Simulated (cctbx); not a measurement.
## Reading a Patterson map

Space group Pnma (no. 62), a = 6.8250 Å, b = 5.2870 Å, c = 9.8330 Å, α = 90.00°, β = 90.00°, γ = 90.00°, content Ho4 Nd4 In4.

Simulated single-crystal data (cctbx): synchrotron X-rays, λ = 0.6889 Å, to d = 0.7 Å, 50 % of the full sphere, strongest reflection 5000 counts, noise from counting, a 6 % proportional error and a noise floor of 2 counts (s.d.); no absorption.

Patterson synthesis, origin scaled to 1000:

```text
Patterson group P m m m
      u       v       w   height  length (A)
  0.000   0.000   0.000   1000.0     0.00
  0.500   0.000   0.000    403.9     3.41
  0.447   0.500   0.500    395.8     6.36
  0.241   0.500   0.212    292.2     3.75
  0.258   0.500   0.115    288.6     3.37
  0.500   0.000   0.094    242.0     3.54
  0.087   0.500   0.500    231.6     5.61
  0.000   0.000   0.324    220.5     3.19
  0.500   0.000   0.329    188.3     4.70
  0.180   0.000   0.375    183.0     3.89
  0.320   0.000   0.282    180.2     3.53
  0.189   0.000   0.304    144.8     3.25
  0.310   0.000   0.395    141.9     4.42
  0.000   0.500   0.405    135.3     4.78
```

**Question.** Which atom pairs make the peaks, and where is the heaviest atom?

A peak at u stands for all pairs with xi − xj = u, with weight Σ ZiZj against Σ Z² = 41960 at the origin. Peak heights follow these weights only roughly, since form factors, motion and series ripples differ, all vectors within 0.55 Å of a peak are counted as merged into it though the farther ones add only part of their weight, and F(000) is left out, which lowers the whole map:

| u | v | w | shortest length (Å) | height | 1000 ΣZiZj/ΣZ² | pairs in the cell |
| --- | --- | --- | --- | --- | --- | --- |
| 0.500 | 0.000 | 0.000 | 3.41 | 404 | 561 | 8 × Nd–In |
| 0.447 | 0.500 | 0.500 | 6.36 | 396 | 494 | 4 × Nd–In, 2 × Ho–Ho |
| 0.241 | 0.500 | 0.212 | 3.75 | 292 | 348 | 2 × Ho–Nd, 2 × Ho–In |
| 0.258 | 0.500 | 0.115 | 3.37 | 289 | 348 | 2 × Ho–Nd, 2 × Ho–In |
| 0.500 | 0.000 | 0.094 | 3.54 | 242 | 214 | 2 × Ho–Ho |
| 0.087 | 0.500 | 0.500 | 5.61 | 232 | 286 | 2 × Nd–Nd, 2 × In–In |
| 0.000 | 0.000 | 0.324 | 3.19 | 220 | 280 | 4 × Nd–In |
| 0.500 | 0.000 | 0.329 | 4.70 | 188 | 286 | 2 × Nd–Nd, 2 × In–In |
| 0.180 | 0.000 | 0.375 | 3.89 | 183 | 192 | 2 × Ho–Nd |
| 0.320 | 0.000 | 0.282 | 3.53 | 180 | 192 | 2 × Ho–Nd |

The table stops at ten peaks or at a height of 45, below which ripples compete. In the model behind the data Ho, the heaviest element, has 1 independent site: (0.0206, 3/4, 0.7988), up to an allowed shift of origin; the Ho–Ho vectors are differences of these positions and their symmetry mates. Elements of similar Z can't be told apart from the map alone. The whole model:

| atom | mult. | x | y | z | Ueq (Å²) |
| --- | --- | --- | --- | --- | --- |
| Ho1 | 4 | 0.0206 | 3/4 | 0.7988 | 0.0107 |
| Nd1 | 4 | 0.2006 | 3/4 | 0.4205 | 0.0168 |
| In1 | 4 | 0.7123 | 3/4 | 0.4036 | 0.0151 |

The model was made for the exercise: a known structure type with other elements put in, its volume estimated, not relaxed; displacement parameters are assumed.

[Logs are printed without paths, hosts, clocks, repeated set-up lines and the standing remarks that a program may print on its own settings, such as how far it seeks lower states.]
